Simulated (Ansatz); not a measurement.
# LiBe (Pm-3m): following an unstable mode, part 2 of 3

Aim: this structure of LiBe (Pm-3m) is to be tested for unstable modes, and one is followed downhill.

Ansatz 0.2.0; DFT PBEsol, scalar-relativistic, plane waves, PAW; PAW set soft_1.

So far, highest frequency on the path or at a solved wavevector (cm⁻¹): step 2 (the dispersion) 560. Also lowest frequency on the path (cm⁻¹): step 2 -91.6.

## 5. Energy along the mode, all amplitudes (two of the runs are shown above)

An imaginary frequency means negative curvature, so the energy should fall and then rise again as anharmonic terms take over.

Numbers from this step:

| Quantity | Value |
| --- | --- |
| depth at the lowest point sampled | 3.675 meV/atom |
| largest atomic shift at that point | 0.22 Å |

Energy from the parent against largest atomic shift:

```
largest atomic shift (Å)  energy from the parent (meV/atom)
                   0.000                                  0
                   0.040                             -0.192
                   0.080                              -0.75
                   0.140                              -2.06
                   0.220                              -3.67
                   0.320                              -2.92
                   0.450                               9.89
```

Displacement at unit largest shift by atom:

```
atom  x (Å)  y (Å)  z (Å)  size
 Li1   0.00  -0.38   0.48  0.61
 Li2   0.00   0.38  -0.48  0.61
 Be3   0.00   0.79  -0.62  1.00
 Be4   0.00  -0.79   0.62  1.00
```

The lowest of the steps tried is at 0.22 Å, 3.67 meV/atom below the parent; the bottom of the well need not coincide with a step.

## 6. Relaxing from the distorted cell

Starting from the lowest point found, all atoms and the cell are let go, so that strain and other modes of the same symmetry can join in.

input.yaml

```yaml
crystal:
  lattice:
    - [-2.8019923598, 0.0, 0.0]
    - [0.0, -2.8019923598, -2.8019923598]
    - [0.0, -2.8019923598, 2.8019923598]
  atoms:
    - { symbol: Li, position: [0.0, 0.496015381, 0.5334705251] }
    - { symbol: Li, position: [0.0, 1.003984619, 0.9665294749] }
    - { symbol: Be, position: [0.5, -0.0065631009, 0.4448704044] }
    - { symbol: Be, position: [0.5, 0.5065631009, 0.0551295956] }
kpoints:
  mp_grid: { grid: [16, 10, 10] }
hamiltonian:
  xc: pbesol
  pseudopotentials: { kind: paw, azcp: { folder: soft_1 }, xc_functional: pbe }
scf:
  occupations: { method: methfessel_paxton, width: 0.2 }
output:
  forces: true
  stress: true
  eigenvalues: true
relax:
  adjacent_minimum: "off"
  f_tol: 0.002
  max_steps: 120
  cell: { stress_tol: 0.03 }
```

Started as:

```console
> ansatz run input.yaml --threads 4 --pin off --max-ram 10240MiB --backend cpu --events-out ev --progress --plain --runs-dir out
```

Numbers of over 12 decimals in the logs are rounded to 6 here.

The program printed:

```text
[...]
Crystal: 4 atoms, lattice volume = 43.998 Å³
Basis set: ecut = 420 eV, 865 PW (Γ), exchange–correlation on 40×54×54 points (8 copies of the dense FFT grid, shifted against one another)
Bands: 9, of which v1, the nominal top of the filled ones, is band 5 counted from 1 (4 counted from 0)
Symmetry: 4 space group operations
[...]
k-points: 468 of 1600
[...]
SCF iter   1: F=—  HF=-585.281541 eV  |F-HF|=—  |Δ(HF+E_count)|=         —  Δρ=1.03e-2  dr2=5.84e-2  ethr=3.10e-3  ⟨swp⟩=5.1  Hψ=26501  notcnv=0
[...]
SCF iter   7: F=-585.225552 eV  HF=-585.225552 eV  |F-HF|=7.08e-9  |Δ(HF+E_count)|=   2.08e-7  S|Δr|=    0.00e0  Δρ=3.70e-6  dr2=1.23e-8  ethr=1.00e-9  ⟨swp⟩=4.7  Hψ=15336  notcnv=0
SCF 1 converged in 7 iterations: F = -585.225552 eV  dr2 = 1.23e-8
[...]
relax step   1: F+E_penalty+E_count = -585.22555235 eV  Δ(F+E_penalty+E_count) = +0.000e0 eV  max|allowed force component| = 2.565e-2 eV/Å  Δτ_max = 0.0000 Å  P = +0.688 GPa  Ω = 43.998 Å³  (7 SCF iters, dr2 threshold 1.00e-7 eV, accepted)
Crystal: 4 atoms, lattice volume = 44.377 Å³
Basis set: ecut = 420 eV, 889 PW (Γ), exchange–correlation on 40×54×54 points (8 copies of the dense FFT grid, shifted against one another)
[...]
iter 1 solved again at ethr=5.56e-6 eV; its pass at ethr=3.10e-3 eV (dr2=5.56e-4 eV) is discarded
[...]
SCF iter   5: F=-585.245831 eV  HF=-585.245831 eV  |F-HF|=2.77e-8  |Δ(HF+E_count)|=   8.50e-7  S|Δr|=    0.00e0  Δρ=1.16e-5  dr2=2.71e-8  ethr=4.00e-9  ⟨swp⟩=4.6  Hψ=19045  notcnv=0
SCF 2 converged in 5 iterations: F = -585.245831 eV  dr2 = 2.71e-8
relax step   2: F+E_penalty+E_count = -585.24583117 eV  Δ(F+E_penalty+E_count) = -2.028e-2 eV  max|allowed force component| = 7.853e-2 eV/Å  Δτ_max = 0.0223 Å  P = +0.294 GPa  Ω = 44.377 Å³  energy of the carried Pulay correction = -1.892e-5 eV  (5 SCF iters, dr2 threshold 4.00e-7 eV, accepted)
Crystal: 4 atoms, lattice volume = 44.859 Å³
Basis set: ecut = 420 eV, 875 PW (Γ), exchange–correlation on 40×54×54 points (8 copies of the dense FFT grid, shifted against one another)
[...]
SCF iter   5: F=-585.337211 eV  HF=-585.337211 eV  |F-HF|=1.37e-7  |Δ(HF+E_count)|=   1.90e-6  S|Δr|=    0.00e0  Δρ=1.42e-5  dr2=2.06e-7  ethr=4.00e-9  ⟨swp⟩=5.3  Hψ=21990  notcnv=0
SCF 3 converged in 5 iterations: F = -585.337211 eV  dr2 = 2.06e-7
relax step   3: F+E_penalty+E_count = -585.33721124 eV  Δ(F+E_penalty+E_count) = -9.138e-2 eV  max|allowed force component| = 1.378e-1 eV/Å  Δτ_max = 0.1275 Å  P = +0.084 GPa  Ω = 44.859 Å³  energy of the carried Pulay correction = -4.273e-5 eV  (5 SCF iters, dr2 threshold 4.00e-7 eV, accepted)
[... from here on, the SCF cycles and remarks between the steps are left out ...]
relax step   4: F+E_penalty+E_count = -585.48293706 eV  Δ(F+E_penalty+E_count) = -1.457e-1 eV  max|allowed force component| = 1.645e-1 eV/Å  Δτ_max = 0.1365 Å  P = +0.655 GPa  Ω = 44.570 Å³  energy of the carried Pulay correction = -2.847e-5 eV  (5 SCF iters, dr2 threshold 4.00e-7 eV, accepted)
relax step   5: F+E_penalty+E_count = -585.58243319 eV  Δ(F+E_penalty+E_count) = -9.950e-2 eV  max|allowed force component| = 1.852e-1 eV/Å  Δτ_max = 0.1245 Å  P = +0.161 GPa  Ω = 44.022 Å³  energy of the carried Pulay correction = -1.190e-6 eV  (6 SCF iters, dr2 threshold 4.00e-7 eV, accepted)
relax step   6: F+E_penalty+E_count = -585.51692235 eV  Δ(F+E_penalty+E_count) = +6.551e-2 eV  max|allowed force component| = 5.804e-1 eV/Å  Δτ_max = 0.0951 Å  P = +0.466 GPa  Ω = 44.090 Å³  energy of the carried Pulay correction = -4.629e-6 eV  (6 SCF iters, dr2 threshold 4.00e-7 eV, rejected (line search))
relax step   7: F+E_penalty+E_count = -585.61539169 eV  Δ(F+E_penalty+E_count) = -3.296e-2 eV  max|allowed force component| = 1.031e-1 eV/Å  Δτ_max = 0.0222 Å  P = +0.254 GPa  Ω = 43.952 Å³  energy of the carried Pulay correction = +2.282e-6 eV  (8 SCF iters, accepted)
relax step   8: F+E_penalty+E_count = -585.57544417 eV  Δ(F+E_penalty+E_count) = +3.995e-2 eV  max|allowed force component| = 3.761e-1 eV/Å  Δτ_max = 0.0946 Å  P = -0.780 GPa  Ω = 44.775 Å³  energy of the carried Pulay correction = -3.859e-5 eV  (6 SCF iters, dr2 threshold 4.00e-7 eV, rejected (line search))
relax step   9: F+E_penalty+E_count = -585.62747791 eV  Δ(F+E_penalty+E_count) = -1.209e-2 eV  max|allowed force component| = 7.320e-3 eV/Å  Δτ_max = 0.0236 Å  P = +0.110 GPa  Ω = 44.115 Å³  energy of the carried Pulay correction = -5.849e-6 eV  (8 SCF iters, accepted)
relax step  10: F+E_penalty+E_count = -585.62981162 eV  Δ(F+E_penalty+E_count) = -2.334e-3 eV  max|allowed force component| = 6.097e-3 eV/Å  Δτ_max = 0.0024 Å  P = -0.049 GPa  Ω = 44.254 Å³  energy of the carried Pulay correction = -1.278e-5 eV  (4 SCF iters, dr2 threshold 4.00e-7 eV, accepted)
relax step  11: F+E_penalty+E_count = -585.63000362 eV  Δ(F+E_penalty+E_count) = -1.920e-4 eV  max|allowed force component| = 1.065e-3 eV/Å  Δτ_max = 0.0019 Å  P = +0.041 GPa  Ω = 44.178 Å³  energy of the carried Pulay correction = -9.023e-6 eV  (4 SCF iters, dr2 threshold 1.87e-7 eV, accepted)
relax step  12: F+E_penalty+E_count = -585.63000831 eV  Δ(F+E_penalty+E_count) = -4.696e-6 eV  max|allowed force component| = 4.577e-4 eV/Å  Δτ_max = 0.0003 Å  P = -0.002 GPa  Ω = 44.214 Å³  energy of the carried Pulay correction = -1.079e-5 eV  (4 SCF iters, dr2 threshold 1.05e-8 eV, accepted)
relax step  13: F+E_penalty+E_count = -585.63273699 eV  Δ(F+E_penalty+E_count) = -2.729e-3 eV  max|allowed force component| = 5.635e-4 eV/Å  Δτ_max = 0.0000 Å  P = +0.065 GPa  Ω = 44.214 Å³  stress off target by 1.79e-1 GPa  SCF on the basis re-selected at this cell (its energy is not comparable with the rows above)  (6 SCF iters)
relax step  14: F+E_penalty+E_count = -585.63278607 eV  Δ(F+E_penalty+E_count) = -4.908e-5 eV  max|allowed force component| = 5.784e-4 eV/Å  Δτ_max = 0.0007 Å  P = +0.006 GPa  Ω = 44.276 Å³  energy of the carried Pulay correction = -3.319e-6 eV  (3 SCF iters, dr2 threshold 8.00e-8 eV, accepted)
[...]
SCF iter   5: F=-585.632789 eV  HF=-585.632789 eV  |F-HF|=7.96e-13  |Δ(HF+E_count)|=  2.96e-12  S|Δr|=    0.00e0  Δρ=7.10e-8  dr2=6.64e-13  ethr=1.00e-12  ⟨swp⟩=4.2  Hψ=13457  notcnv=0
SCF 15 converged in 5 iterations: F = -585.632789 eV  dr2 = 6.64e-13
relax step  15: F+E_penalty+E_count = -585.63278888 eV  Δ(F+E_penalty+E_count) = -2.811e-6 eV  max|allowed force component| = 5.678e-4 eV/Å  Δτ_max = 0.0000 Å  P = +0.006 GPa  Ω = 44.276 Å³  stress off target by 2.60e-2 GPa  SCF on the basis re-selected at this cell (its energy is not comparable with the rows above)  (5 SCF iters)
[...]
SCF converged after 5 iterations
[...]
Free energy (F): -585.632789 eV
[...]
Internal energy: -585.630800 eV  (E = F + TS)
E sigma→0 (E₀):  -585.632292 eV
Entropy (-TS):   -0.001989 eV (-0.497 meV/atom)
Fermi energy:    3.834667 eV
[...]
--- Forces (eV/Å), atoms counted from 1 ---
  atom   1  Li    -0.00000000     0.00038344    -0.00039539
  atom   2  Li     0.00000000    -0.00038344     0.00039539
  atom   3  Be     0.00000000     0.00056783    -0.00052563
  atom   4  Be    -0.00000000    -0.00056783     0.00052563
  max |Σ_I F_I| component: 0.00e0 eV/Å
--- Stress (GPa, compression-positive) ---
       -0.018678       0.000000       0.000000
        0.000000       0.018079       0.007938
        0.000000       0.007938       0.018118
  P = ⅓ Tr σ = 0.0058 GPa (0.058 kbar)
--- Band table (eV; the first three rows and the last of 468) ---
[...]
--- Relaxed structure (13 steps of the walk, 11 accepted, 2 SCFs on fresh bases) ---
  F+E_penalty+E_count = -585.63278888 eV   max|allowed force component| = 5.678e-4 eV/Å   (the final SCF, on the basis selected at the relaxed cell)
  cell:  # Å, volume = 44.2761 Å³
    - [-2.300833, 0.0, 0.0]
    - [0.0, -2.827654, -2.827654]
    - [0.0, -3.402733, 3.402732]
  atoms:
    - { symbol: Li, position: [0.0, 0.500000, 0.606207] }
    - { symbol: Li, position: [0.0, 1.000000, 0.893793] }
    - { symbol: Be, position: [0.500000, 8.7536313475578e-7, 0.361497] }
    - { symbol: Be, position: [0.500000, 0.499999, 0.138503] }
```

It took 54 s on 4 threads of Arm Neoverse V1, shared host; peak memory 0.52 GiB.

The steps of the relaxation:

```
step  energy less that of the first step (eV)  largest force component (eV/Å)  pressure (GPa)  volume (Å³)
   1                                   0.0000                          0.0257            0.69        44.00
   2                                  -0.0203                          0.0785            0.29        44.38
   3                                  -0.1117                          0.1378            0.08        44.86
   4                                  -0.2574                          0.1645            0.65        44.57
   5                                  -0.3569                          0.1852            0.16        44.02
   6                                  -0.2914                          0.5804            0.47        44.09
   7                                  -0.3898                          0.1031            0.25        43.95
   8                                  -0.3499                          0.3761           -0.78        44.78
   9                                  -0.4019                          0.0073            0.11        44.11
  10                                  -0.4043                          0.0061           -0.05        44.25
  11                                  -0.4045                          0.0011            0.04        44.18
  12                                  -0.4045                          0.0005            0.00        44.21
 13*                                  -0.4072                          0.0006            0.07        44.21
  14                                  -0.4072                          0.0006            0.01        44.28
 15*                                  -0.4072                          0.0006            0.01        44.28
```

Relaxation steps marked * repeat the geometry before them on a plane-wave basis chosen anew for their cell, so energy and pressure can jump there. Relaxation steps 6, 8 were tried and not accepted.

Forces are held to the 4 operations that the run works with; a distortion that breaks them can't arise in this run.

```
     cell as run  before  after   change
           a (Å)   2.802  2.301  -17.9 %
           b (Å)   3.963  3.999   +0.9 %
           c (Å)   3.963  4.812  +21.4 %
volume (Å³/atom)   11.00  11.07   +0.6 %
```

The atoms that moved most (Å, as changes of fractional coordinates times the final cell):

```
atom     dx      dy      dz  length
 Be4  0.000  -0.265   0.302   0.402
 Be3  0.000   0.265  -0.302   0.402
 Li2  0.000   0.259  -0.236   0.350
 Li1  0.000  -0.259   0.236   0.350
```

The relaxed structure:

```cif
data_structure
_symmetry_space_group_name_H-M 'P 1'
_symmetry_Int_Tables_number 1
_cell_length_a 2.3008
_cell_length_b 3.9989
_cell_length_c 4.8122
_cell_angle_alpha 90.000
_cell_angle_beta 90.000
_cell_angle_gamma 90.000
_cell_volume 44.28
loop_
_atom_site_label
_atom_site_type_symbol
_atom_site_fract_x
_atom_site_fract_y
_atom_site_fract_z
_atom_site_occupancy
Li1 Li 0.00000 0.50000 0.60621 1
Li2 Li 0.00000 0.00000 0.89379 1
Be3 Be 0.50000 0.00000 0.36150 1
Be4 Be 0.50000 0.50000 0.13850 1
```

This step gave:

- pressure: 0.005839 GPa
- volume per atom: 11.07 Å³

The distorted start has space group P2/m; the relaxation ends in Pmma.

## 7. The new phase in its own primitive cell

The relaxed structure is symmetrised, reduced to its primitive cell and relaxed tightly, as its phonons need.

input.yaml, the sections that differ from step 6:

```yaml
crystal:
  lattice:
    - [3.9989065079, 0.0, 0.0]
    - [0.0, 2.30083253, 0.0]
    - [0.0, 0.0, 4.8121904486]
  atoms:
    - { symbol: Li, position: [0.25, 0.0, 0.1437927288] }
    - { symbol: Li, position: [0.75, 0.0, 0.8562072712] }
    - { symbol: Be, position: [0.75, 0.5, 0.3885027029] }
    - { symbol: Be, position: [0.25, 0.5, 0.6114972971] }
kpoints:
  mp_grid: { grid: [10, 18, 10] }
relax:
  adjacent_minimum: "off"
  f_tol: 0.001
  max_steps: 60
  cell: { stress_tol: 0.01 }
# hamiltonian, scf, output: as in step 6
```

The program printed:

```text
[...]
Crystal: 4 atoms, lattice volume = 44.276 Å³
Basis set: ecut = 420 eV, 851 PW (Γ), exchange–correlation on 54×32×72 points (8 copies of the dense FFT grid, shifted against one another)
Bands: 9, of which v1, the nominal top of the filled ones, is band 5 counted from 1 (4 counted from 0)
Symmetry: 8 space group operations
[...]
k-points: 360 of 1800
[...]
--- Relaxed structure (3 steps of the walk, 3 accepted, 1 SCFs on fresh bases) ---
[...]
cell:  # Å, volume = 44.2429 Å³
    - [4.003027, 0, 1.122038288409945e-19]
    - [0, 2.300275, 0]
    - [1.3502346013298826e-19, 0, 4.804799]
  atoms:
    - { symbol: Li, position: [0.25, 0, 0.143648] }
    - { symbol: Li, position: [0.750000, 0, 0.856352] }
    - { symbol: Be, position: [0.750000, 0.5, 0.388208] }
    - { symbol: Be, position: [0.25, 0.5, 0.611792] }
[key lines of the parts left out:]
SCF converged after 4 iterations
Free energy (F): -585.634229 eV
Fermi energy:    3.852973 eV
P = ⅓ Tr σ = 0.0014 GPa (0.014 kbar)
```

Run time: 10 s. Hardware: 4 threads; peak memory 0.47 GiB.

The steps of the relaxation:

```
step  energy less that of the first step (eV)  largest force component (eV/Å)  pressure (GPa)  volume (Å³)
   1                                   0.0000                          0.0022           -0.02        44.28
   2                                   0.0000                          0.0039            0.00        44.25
   3                                  -0.0001                          0.0002            0.00        44.24
  4*                                   0.0000                          0.0002            0.00        44.24
```

Relaxation steps marked * repeat the geometry before them on a plane-wave basis chosen anew for their cell, so energy and pressure can jump there.

Forces are held to the 8 operations that the run works with; a distortion that breaks them can't arise in this run.

```
conventional cell, symmetrised  before  after  change
                         a (Å)   3.999  4.003  +0.1 %
                         b (Å)   2.301  2.300  -0.0 %
                         c (Å)   4.812  4.805  -0.2 %
              volume (Å³/atom)   11.07  11.06  -0.1 %
```

This step gave:

```yaml
pressure: 0.001359 GPa
volume_per_atom: 11.06 Å³
```

The largest force component left is 0.17 meV/Å and the pressure is 0.001 GPa, within the tolerances set. The cell now holds 11.06 Å³/atom.

(Part 2 of 3 ends here.)

[Logs are printed without paths, hosts, clocks, repeated set-up lines and the standing remarks that a program may print on its own settings, such as how far it seeks lower states.]

[Hosts, paths, dates, database ids (printed as entryN), source tags and the programs' standing remarks are cut or masked in the printed files.]
